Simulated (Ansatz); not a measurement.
**KCl (Sylvite): how G0W0 depends on its starting point**

How much of the starting functional survives in the G0W0 gap of KCl (Sylvite)?

Main program and level: Ansatz 0.2.0; G0W0 on several functionals, plane waves, PAW.

In doubt: masses and optical values from hybrid runs of this build are listed as unsure (steps 3, 4), which bears on the screening that GW takes from such a start.

## (1) The structure

Symmetry: Fm-3m, No. 225, cubic system. The conventional cell has a = 6.293 Å, b = 6.293 Å, c = 6.293 Å, α = 90.00°, β = 90.00°, γ = 90.00°. Nearest to K lie 6 Cl at 3.15 Å. Nearest to Cl lie 6 K at 3.15 Å. Farther neighbours and most contacts between anions are not listed.

The cell and positions come from the Crystallography Open Database and are kept as given unless a step says otherwise. The default PAW set here is soft_2. Its files were made with PBE.

## (2) G0W0 on PBE

G0W0 replaces the xc potential by the self-energy, built once from these orbitals. Only a window of levels is corrected, while the sums run over the empty bands that the input names.

This step: G0W0 on PBE, plane waves, PAW.

Contents of input.yaml:

```yaml
crystal:
  lattice:
    - [0.0, 3.14647, 3.14647]
    - [3.14647, 0.0, 3.14647]
    - [3.14647, 3.14647, 0.0]
  atoms:
    - { symbol: K, position: [0.0, 0.0, 0.0] }
    - { symbol: Cl, position: [0.5, 0.5, 0.5] }
kpoints:
  mp_grid: { grid: [4, 4, 4] }
hamiltonian:
  xc: pbe
scf:
  occupations: { method: fixed }
gw:
  n_empty_bands: 185
  ecut_chi: 120
  qp_bands: [v2, c2]
  qp_kpoints: band_edges
  screening: { model: contour_deformation }
```

The run is started by

```bash
ansatz run input.yaml --threads 3 --pin off --max-ram 92160MiB --backend cuda --events-out ev --progress --plain --runs-dir out --devices 1 --max-vram 13GiB
```

Numbers of over 12 decimals in the logs are rounded to 6 here.

What it wrote:

```text
GPUs: using 1 of 1 available (devices: 1).
Engine: ansatz 0.2.0, x86_64-unknown-linux-gnu
Pseudopotentials: kind: paw
Pseudopotential: K, paw, valence charge 9, recommended cutoff 420 eV (normal), K.paw.azcp
Pseudopotential: Cl, paw, valence charge 7, recommended cutoff 420 eV (normal), Cl.paw.azcp
Functional definition: PBE
  parameter kappa = 0.804
  parameter beta = 0.066725
  exchange = pbe_x(kappa = kappa, mu = beta*pi^2/3)
  correlation = pbe_c(beta = beta)
device memory: the entry about to start is reckoned to put 0.8 GiB on a device that reports 58.2 GiB free (of which the cap on the GPU budget leaves the run 13.0 GiB)
GPU FFT provider: cuFFT
GPU libraries: cuBLAS 13.8.2, cuFFT 12.4.0, cuSOLVER 12.3.4
Crystal: 2 atoms, lattice volume = 62.302 Å³
Basis set: ecut = 420 eV, 1243 PW (Γ)
Bands: 12, of which v1, the nominal top of the filled ones, is band 8 counted from 1 (7 counted from 0)
Symmetry: 48 space group operations
Space group: Fm-3m (ITA 225), of the structure as read, at distance tolerance 4.0e-5 Å
k-points: 8 of 64
Non-local potential: K, projectors of the file, l = 0: 3, l = 1: 2, l = 2: 2
Non-local potential: Cl, projectors of the file, l = 0: 2, l = 1: 2, l = 2: 2
PAW form: soft (Blöchl's): semilocal exchange-correlation on the pseudo side does not see the compensation charge
PAW one-centre angular grid: K, 110 points (default); XC on 64 Gauss nodes
PAW one-centre angular grid: Cl, 110 points (default); XC on 64 Gauss nodes
Initial density: superposition of atomic densities (neutral atoms: chi_scale 0, normalization atom), corrected by the library's trained network
Initial wavefunctions: pseudopotential atomic-orbital guess
GPU buffer pool allocated for 27000 grid points (all kernels)
GPU transforms: local potential and band sums: pruned to the plane-wave sphere, on 30×30×30
Functional: x = pbe(κ = 0.804, μ = 0.219515), c = pbe(β = 0.066725)
SCF iter   1: F=—  HF=-2621.220130 eV  |F-HF|=—  |Δ(HF+E_count)|=         —  Δρ=2.11e-4  dr2=1.54e-5  ethr=1.77e-3  ⟨swp⟩=4.4  Hψ=520  notcnv=0  defer=12
preconditioner: auto → none  [insulator: Δε(μ)=5.182 eV  Ē_g=15.281 eV  n_scr=14 (ndim 8)  ℏωp=17.6 eV  f_vac=0.081  ε∞_Penn≈2.3]
SCF iter   2: F=—  HF=-2621.219890 eV  |F-HF|=—  |Δ(HF+E_count)|=   2.40e-4  Δρ=2.71e-4  dr2=6.80e-5  ethr=9.63e-8  ⟨swp⟩=3.4  Hψ=295  notcnv=0  defer=13
SCF iter   3: F=—  HF=-2621.219875 eV  |F-HF|=—  |Δ(HF+E_count)|=   1.44e-5  Δρ=1.55e-4  dr2=2.10e-5  ethr=9.63e-8  ⟨swp⟩=2.0  Hψ=128  notcnv=0  defer=13
SCF iter   4: F=—  HF=-2621.219873 eV  |F-HF|=—  |Δ(HF+E_count)|=   2.09e-6  Δρ=5.52e-5  dr2=2.56e-6  ethr=9.63e-8  ⟨swp⟩=2.0  Hψ=152  notcnv=0  defer=14
SCF iter   5: F=—  HF=-2621.219872 eV  |F-HF|=—  |Δ(HF+E_count)|=   6.82e-7  Δρ=2.19e-5  dr2=3.97e-7  ethr=1.60e-8  ⟨swp⟩=2.0  Hψ=117  notcnv=0  defer=14
SCF iter   6: F=-2621.219872 eV  HF=-2621.219872 eV  |F-HF|=3.07e-8  |Δ(HF+E_count)|=   1.20e-7  Δρ=6.80e-6  dr2=3.83e-8  ethr=6.25e-10  ⟨swp⟩=4.4  Hψ=435  notcnv=0
SCF 1 converged in 6 iterations: F = -2621.219872 eV  dr2 = 3.83e-8
  greatest PAW one-centre occupation: 0.987 electrons in one spin orbital (limit 2), on the K atom at site 0 (counted from 0), in its partial waves of l = 0
device memory: the entry about to start is reckoned to put 1.2 GiB on a device that reports 58.7 GiB free (of which the cap on the GPU budget leaves the run 13.0 GiB)
NSCF: frozen V_eff on 8 k-points
the band table was solved once the SCF had ended and its energy, with any forces and stress, was formed, with the checks that follow a solve (602 applications of the Hamiltonian). They found nothing against the state; the energy, forces and stress were not computed again (output.eigenvalues in the input reference)
device memory: the entry about to start is reckoned to put 3.7 GiB on a device that reports 58.7 GiB free (of which the cap on the GPU budget leaves the run 13.0 GiB)
NSCF: frozen V_eff on 8 k-points
G₀W₀ screening: q 1/8
[... further progress lines ...]
device memory: the entry about to start is reckoned to put 0.3 GiB on a device that reports 57.0 GiB free (of which the cap on the GPU budget leaves the run 13.0 GiB)
NSCF: frozen V_eff on 1 k-points
SCF converged after 6 iterations
Free energy (F): -2621.219872 eV
Harris-Foulkes:  -2621.219872 eV  (|F-HF|=3.07e-8)
Internal energy: -2621.219872 eV  (E = F + TS)
E sigma→0 (E₀):  -2621.219872 eV
Fermi energy:    0.853681 eV
--- Per-component energies (eV) ---
  E_band       = -131.537324
  E_kinetic    = 416.295583
  E_local      = -835.243276  (includes V_loc(G=0)·N_el)
  E_nonlocal   = 41.058505
  E_hartree    = 280.134008
  E_xc         = -243.261756
  E_vxc        = -288.141458  (∫ρ·V_xc dr)
  E_paw        = -1441.182376  (= ΣΔE_a)
  E_vpaw       = -25.772280  (= ΣTr[D̂ρ^β])
  E_aug_tail   = 0.000085  (compensation charges beyond the density's cutoff)
  E_ewald      = -839.020646
  E_smearing   = -0.000000  (= −TS)
  E_closure    = 0.000000  (closes the sum)
  Σ components = -2621.219872   (vs F -2621.219872, Δ=0.00e0)
--- Band table (eV; the first three rows and the last of 8) ---
  k-point 0: bands = [... 4 lower, -9.7997, 0.8537, 0.8537, 0.8537, 6.0426, 9.2168, 9.2168, 9.2168]
  k-point 1: bands = [... 4 lower, -9.6738, 0.2677, 0.6853, 0.6853, 7.2988, 9.0094, 9.9621, 9.9621]
  k-point 2: bands = [... 4 lower, -9.5596, -0.1989, 0.5285, 0.5285, 8.4347, 9.4560, 11.3516, 11.3516]
  k-point 7: bands = [... 4 lower, -9.7107, 0.3673, 0.3817, 0.3817, 8.8818, 8.8818, 10.2917, 10.7063]
--- G₀W₀: contour deformation, 6 samples at zero and on the imaginary axis and 2 off it, 64 q-points, 185 empty bands' worth ---
  eigenvalues of the whole cell's RPA ε∞ on this k-mesh (on a slab, of 1 + 4πα/V) = 2.1737, 2.1737, 2.1737; static W/v taken at q = 0 is 0.460044
  bands read: the sum over 193 bands ends inside a degenerate multiplet in 3 slots, whose members it reads at an even weight; the widest, k=0: bands 192 to 194 (counted from 1) at 2/3 each
  gw.qp_kpoints: band_edges: 8 of 8 stored k-points solved, in 1 pass; an edge of the gap read off the rows below is read off those points alone
    ik  band        ε_KS         Σx   Σc(E_QP)       V_xc       Z   E_QP_lin       E_QP  E_QP is
     0     7      0.8537   -20.8086     2.4583   -16.3627  0.8008    -1.1828    -1.1340  root
     0     8      0.8537   -20.8086     2.4583   -16.3627  0.8008    -1.1828    -1.1340  root
     0     9      6.0426    -4.2173    -3.0044    -7.9235  0.8683     6.7479     6.7444  root
     0    10      9.2168    -4.2390    -3.3558    -9.1828  0.8604    10.8274    10.8047  root
     1     7      0.6853   -20.4939     2.4760   -16.0092  0.8003    -1.3747    -1.3233  root
     1     8      0.6853   -20.4939     2.4760   -16.0092  0.8003    -1.3747    -1.3233  root
     1     9      7.2988    -4.8886    -3.0689    -8.7549  0.8608     8.1011     8.0962  root
     1    10      9.0094    -4.2258    -3.2648    -8.8044  0.8579    10.3390    10.3231  root
     2     7      0.5285   -20.2341     2.4994   -15.7049  0.7997    -1.5555    -1.5013  root
     2     8      0.5285   -20.2341     2.4994   -15.7049  0.7997    -1.5555    -1.5013  root
     2     9      8.4347    -3.7763    -3.0451    -7.5987  0.8627     9.2170     9.2120  root
     2    10      9.4560    -5.6962    -3.4254   -10.4366  0.8438    10.7896    10.7710  root
     3     7      0.7244   -20.6288     2.4764   -16.1393  0.8008    -1.3397    -1.2886  root
     3     8      0.7244   -20.6288     2.4764   -16.1393  0.8008    -1.3397    -1.2886  root
     3     9      7.4981    -4.8466    -3.1328    -8.8575  0.8605     8.3822     8.3761  root
     3    10      8.0938    -3.5355    -3.1248    -7.8844  0.8656     9.3302     9.3179  root
     4     7      0.4560   -20.1759     2.5087   -15.6122  0.8003    -1.6549    -1.5990  root
     4     8      0.5794   -20.4003     2.4991   -15.8690  0.8001    -1.5064    -1.4527  root
     4     9      8.2400    -3.8153    -3.1130    -8.0513  0.8629     9.3735     9.3629  root
     4    10      9.1302    -5.0349    -3.3013    -9.4079  0.8515    10.2129    10.2019  root
     5     7      0.5283   -20.2822     2.4930   -15.7406  0.8011    -1.5748    -1.5203  root
     5     8      0.5418   -20.2760     2.4998   -15.7478  0.7997    -1.5405    -1.4866  root
     5     9      8.4818    -4.9399    -3.1933    -9.0915  0.8553     9.4481     9.4401  root
     5    10      8.9755    -4.2449    -3.2224    -8.6727  0.8567    10.1944    10.1809  root
     6     7      0.6308   -20.5691     2.4999   -16.0342  0.8006    -1.4574    -1.4042  root
     6     8      0.6308   -20.5691     2.4999   -16.0342  0.8006    -1.4574    -1.4042  root
     6     9      7.3802    -3.3440    -3.0077    -7.4438  0.8684     8.4815     8.4723  root
     6    10      9.1919    -4.4950    -3.3591    -9.0146  0.8607    10.3637    10.3524  root
     7     7      0.3817   -20.1252     2.5203   -15.5257  0.8009    -1.7552    -1.6976  root
     7     8      0.3817   -20.1252     2.5203   -15.5257  0.8009    -1.7552    -1.6976  root
     7     9      8.8818    -4.2775    -3.2159    -8.6986  0.8568    10.1004    10.0870  root
     7    10      8.8818    -4.2775    -3.2159    -8.6986  0.8568    10.1004    10.0870  root
```

Wall time 12 s (1 × NVIDIA H100 80GB HBM3 (shared by 6 runs) with 3 threads of AMD EPYC 7R13 (Zen 3), shared host); peak memory 1.1 GiB; 6 s of CPU time.

The column dr2 measures how far the density is from self-consistency, as an energy; F and HF (Harris–Foulkes) agree once it is small.

This step gave:

* bands summed: 193
* RPA ε∞ on this mesh (eigenvalues): 2.174, 2.174, 2.174
* plane waves in the screening matrix: 169
* q-points in the mesh: 64
* G0W0 gap on the mesh: 7.878 eV
* k of the valence top: 0, 0, 0
* k of the conduction bottom: 0, 0, 0
* starting gap on the mesh: 5.189 eV
* Z at the valence top: 0.8008
* Z at the conduction bottom: 0.8683
* least direct G0W0 gap on the computed points: 7.878 eV

The gap on the mesh goes from 5.19 eV to 7.88 eV, a correction of +2.69 eV. Between the two edge states, bare exchange in place of the xc potential would open the gap by 8.15 eV, and correlation takes back 5.46 eV.

## (3) G0W0 on HSE06

One-shot GW remembers its start. Another functional's orbitals and levels show by how much.

This step: G0W0 on HSE06, plane waves, PAW.

Changes to input.yaml since step 2:

```diff
@@ -11,3 +11,3 @@
 hamiltonian:
-  xc: pbe
+  xc: hse06
 scf:
```

What it wrote:

```text
GPUs: using 1 of 1 available (devices: 1).
[...]
davidson cushion auto → on  (no smearing: the cushion is to keep the highest requested band from converging to the state above it; pin scf.eigensolver.cushion to override)
[...]
GPU FFT provider: cuFFT
GPU libraries: cuBLAS 13.8.2, cuFFT 12.4.0, cuSOLVER 12.3.4
Crystal: 2 atoms, lattice volume = 62.302 Å³
Basis set: ecut = 420 eV, 1243 PW (Γ)
Bands: 12, of which v1, the nominal top of the filled ones, is band 8 counted from 1 (7 counted from 0)
[... 1 set-up line as in the run before ...]
[...]
k-points: 8 of 64
[...]
GPU buffer pool allocated for 27000 grid points (all kernels)
[...]
SCF iter   1: F=—  HF=-2621.218611 eV  |F-HF|=—  |Δ(HF+E_count)|=         —  Δρ=7.01e-4  dr2=3.73e-4  ethr=1.77e-3  ⟨swp⟩=2.9  Hψ=758  notcnv=0
[...]
SCF iter   2: F=-2621.218507 eV  HF=-2621.218511 eV  |F-HF|=3.79e-6  |Δ(HF+E_count)|=   9.95e-5  Δρ=1.30e-4  dr2=1.05e-5  ethr=6.67e-8  ⟨swp⟩=3.4  Hψ=594  notcnv=0  defer=3
SCF 1 stopped early in 2 iterations: F = -2621.218507 eV  dr2 = 1.05e-5
[...]
GPU FFT provider: cuFFT
GPU libraries: cuBLAS 13.8.2, cuFFT 12.4.0, cuSOLVER 12.3.4
[...]
GPU buffer pool allocated for 27000 grid points (all kernels)
[...]
G₀W₀ screening: q 1/8
[... further progress lines ...]
[...]
hybrid SCF converged: 2 outer / 6 inner (+2 warm-up), last move |dexx| = 1.98e-7 eV, tail = 8.21e-8 eV
Stability not checked: this state was not tested for a lower state beside it, because the functional holds exact exchange (a hybrid, or Hartree-Fock), whose exchange loop this test does not read (fock_operator; see scf.lower_state_search)
Free energy (F): -2622.888338 eV
Frozen-core exchange: fock
[...]
Internal energy: -2622.888338 eV  (E = F + TS)
E sigma→0 (E₀):  -2622.888338 eV
Fermi energy:    -0.132823 eV
[...]
--- Band table (eV; the first three rows and the last of 8) ---
[...]
guard bands above this table: 2 of the run's 12 bands. The solve was not asked for them (output.publish_guard_bands: true or output.eigenvalues: true publishes all)
[...]
0     7     -0.1328   -20.8052     2.0577   -17.3550  0.8301    -1.5413    -1.5253  root
     0     8     -0.1328   -20.8052     2.0577   -17.3550  0.8301    -1.5413    -1.5253  root
     0     9      6.3666    -4.0436    -2.8155    -7.4575  0.8876     6.9669     6.9651  root
     0    10      9.7762    -3.9369    -3.0255    -8.1753  0.8823    10.9982    10.9891  root
     1     7     -0.3066   -20.5195     2.0706   -17.0365  0.8297    -1.7357    -1.7189  root
     1     8     -0.3066   -20.5195     2.0706   -17.0365  0.8297    -1.7357    -1.7189  root
     1     9      7.6480    -4.6010    -2.8654    -8.1369  0.8818     8.3211     8.3185  root
     1    10      9.4877    -3.8711    -2.9615    -7.8304  0.8802    10.4918    10.4855  root
[...]
7     7     -0.6319   -20.1899     2.1021   -16.6212  0.8303    -2.1172    -2.0984  root
     7     8     -0.6319   -20.1899     2.1021   -16.6212  0.8303    -2.1172    -2.0984  root
     7     9      9.3259    -3.9438    -2.9260    -7.7958  0.8792    10.2574    10.2519  root
     7    10      9.3259    -3.9438    -2.9260    -7.7958  0.8792    10.2574    10.2519  root
```

Wall time 16 s (1 × NVIDIA H100 80GB HBM3 (shared by 6 runs) with 3 threads); peak memory 1.2 GiB; 16 s of CPU time.

This step gave:

| Quantity | Value |
| --- | --- |
| bands summed | 193 |
| RPA ε∞ on this mesh (eigenvalues) | 1.988, 1.988, 1.988 |
| plane waves in the screening matrix | 169 |
| q-points in the mesh | 64 |
| G0W0 gap on the mesh | 8.490 eV |
| k of the valence top | 0, 0, 0 |
| k of the conduction bottom | 0, 0, 0 |
| starting gap on the mesh | 6.499 eV |
| Z at the valence top | 0.8301 |
| Z at the conduction bottom | 0.8876 |
| least direct G0W0 gap on the computed points | 8.490 eV |

Against the run with 4×4×4 mesh, 185 empty bands, screening to 120 eV on PBE, the gap moves by +0.61 eV, while the start moved by +1.31 eV.

## (4) G0W0 on PBE0

This step: G0W0 on PBE0, plane waves, PAW.

Changes to input.yaml since step 3:

```diff
@@ -11,3 +11,3 @@
 hamiltonian:
-  xc: hse06
+  xc: pbe0
 scf:
```

What it wrote:

```text
GPUs: using 1 of 1 available (devices: 1).
[...]
GPU FFT provider: cuFFT
GPU libraries: cuBLAS 13.8.2, cuFFT 12.4.0, cuSOLVER 12.3.4
Crystal: 2 atoms, lattice volume = 62.302 Å³
Basis set: ecut = 420 eV, 1243 PW (Γ)
Bands: 12, of which v1, the nominal top of the filled ones, is band 8 counted from 1 (7 counted from 0)
[... 1 set-up line as in the run before ...]
[...]
k-points: 8 of 64
[...]
1     9      7.9983    -4.5898    -2.7729    -7.7740  0.8890     8.4104     8.4095  root
     1    10      9.8540    -3.8542    -2.8568    -7.4391  0.8877    10.5850    10.5822  root
[...]
7     7     -1.0432   -20.1937     1.9691   -17.0357  0.8407    -2.2424    -2.2321  root
     7     8     -1.0432   -20.1937     1.9691   -17.0357  0.8407    -2.2424    -2.2321  root
     7     9      9.6891    -3.9295    -2.8222    -7.4105  0.8869    10.3502    10.3479  root
     7    10      9.6891    -3.9295    -2.8222    -7.4105  0.8869    10.3502    10.3479  root
[key lines of the parts left out:]
Free energy (F): -2623.335218 eV
Fermi energy:    -0.532273 eV
```

Wall time 17 s (1 × NVIDIA H100 80GB HBM3 (shared by 6 runs) with 3 threads); peak memory 1.2 GiB.

Numbers from this step:

```
bands summed                                 : 193
RPA ε∞ on this mesh (eigenvalues)            : 1.936, 1.936, 1.936
plane waves in the screening matrix          : 169
G0W0 gap on the mesh                         : 8.706 eV
k of the valence top                         : 0, 0, 0
k of the conduction bottom                   : 0, 0, 0
starting gap on the mesh                     : 7.239 eV
least direct G0W0 gap on the computed points : 8.706 eV
```

Against the run with 4×4×4 mesh, 185 empty bands, screening to 120 eV on HSE06, the gap moves by +0.22 eV, while the start moved by +0.74 eV.

## (5) Side by side

All on the 4×4×4 mesh with 185 empty bands and screening to 120 eV. Times are wall times on 1 × NVIDIA H100 80GB HBM3 (shared by 6 runs) with 3 threads of AMD EPYC 7R13 (Zen 3), shared host, good to a factor of about two.

```
start  starting gap (eV)  shift (eV)  G0W0 gap (eV)  RPA ε∞ (harmonic mean)  Z (valence, conduction)  time
  PBE               5.19       +2.69           7.88                    2.17               0.80, 0.87  12 s
HSE06               6.50       +1.99           8.49                    1.99               0.83, 0.89  16 s
 PBE0               7.24       +1.47           8.71                    1.94               0.84, 0.89  17 s
```

The parts of the quasiparticle energy at the two band edges (eV; QP = start + Σx + Σc − Vxc):

```
  run               edge  start      Σx     Σc     Vxc     Z     QP
  PBE        valence top   0.85  -20.81   2.46  -16.36  0.80  -1.13
  PBE  conduction bottom   6.04   -4.22  -3.00   -7.92  0.87   6.74
HSE06        valence top  -0.13  -20.81   2.06  -17.36  0.83  -1.53
HSE06  conduction bottom   6.37   -4.04  -2.82   -7.46  0.89   6.97
 PBE0        valence top  -0.53  -20.81   1.93  -17.75  0.84  -1.65
 PBE0  conduction bottom   6.71   -4.04  -2.73   -7.12  0.89   7.05
```

For a hybrid start, Vxc holds its share of exact exchange.

## (6) Outcome

- G0W0@PBE: 7.88 eV (start 5.19 eV)
- G0W0@HSE06: 8.49 eV (start 6.50 eV)
- G0W0@PBE0: 8.71 eV (start 7.24 eV)
- known limits: not at the basis limit

In words: The starting gaps span 2.05 eV and the G0W0 gaps 0.83 eV. Between PBE and PBE0, 0.83 eV of the 2.05 eV survives, 40 %. PBE0 screens less than PBE (ε∞ 1.94 against 2.17). Of the 0.83 eV by which its G0W0 gap is higher, the correlation part gives +0.80 eV, and exchange with the one-particle terms, which follow the orbitals, +0.02 eV. The smallest correction, +1.47 eV, is on PBE0, the start nearest to reproducing itself. Bands and cutoff are finite, so the gap is not at the basis limit. The miss can reach some tenths of an eV and take either sign; the mesh is an error of its own.

[Paths, hosts, dates, memory and timing lines, banners, echoed tables and standing remarks are left out of the program output.]

[Logs are printed without paths, hosts, clocks, repeated set-up lines and the standing remarks that a program may print on its own settings, such as how far it seeks lower states.]

[Runs of the session that timed out or met a known fault of the program may be left out.]

[Cells called generated may have been cut or substituted from an entry of the Crystallography Open Database or the Materials Project.]

[Hosts, paths, dates, database ids (printed as entryN), source tags and the programs' standing remarks are cut or masked in the printed files.]
